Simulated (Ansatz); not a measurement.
In doubt: the elements are of a kind flagged for part-filled d or f shells, though by formal charges that shell is empty here, so the flag may not apply.

Two G0W0 runs on CeO2 (Fm-3m).

```
Ce O
1.0
     0.00000    2.70365    2.70365
     2.70365    0.00000    2.70365
     2.70365    2.70365    0.00000
Ce O
1 2
Direct
  0.00000 0.00000 0.00000
  0.25000 0.25000 0.25000
  0.75000 0.75000 0.75000
```

The cell and positions come from the Crystallography Open Database and are kept as given unless a step says otherwise. Spin-orbit coupling is left out unless a run names it.

The first (Ansatz 0.2.0; start PBE, 6×6×6 mesh, 164 empty bands, screening to 150 eV, PAW set soft_1 files; 1 × NVIDIA H100 80GB HBM3 (shared by 6 runs) with 3 threads of AMD EPYC 7R13 (Zen 3), shared host) gave, on its mesh: starting gap 2.08 eV, G0W0 gap 3.86 eV, RPA ε∞ (mean) 7.61, 22 s.

Q: The second changes empty bands from 164 to 466 and screening cutoff (eV) from 150 to 100. What does it give?

It gave: starting gap 2.08 eV, G0W0 gap 3.93 eV, RPA ε∞ (mean) 7.65, 44 s. The G0W0 gap moves by +0.07 eV, +0.00 eV from the start and +0.07 eV from the correction.

Limits: not at the basis limit; f levels unsure; no spin polarisation; f levels unsure; no spin-orbit coupling.

[Paths, hosts, dates, memory and timing lines, banners, echoed tables and standing remarks are left out of the program output.]

[Logs are printed without paths, hosts, clocks, repeated set-up lines and the standing remarks that a program may print on its own settings, such as how far it seeks lower states.]

[Runs of the session that timed out or met a known fault of the program may be left out.]

[Cells called generated may have been cut or substituted from an entry of the Crystallography Open Database or the Materials Project.]

[Hosts, paths, dates, database ids (printed as entryN), source tags and the programs' standing remarks are cut or masked in the printed files.]
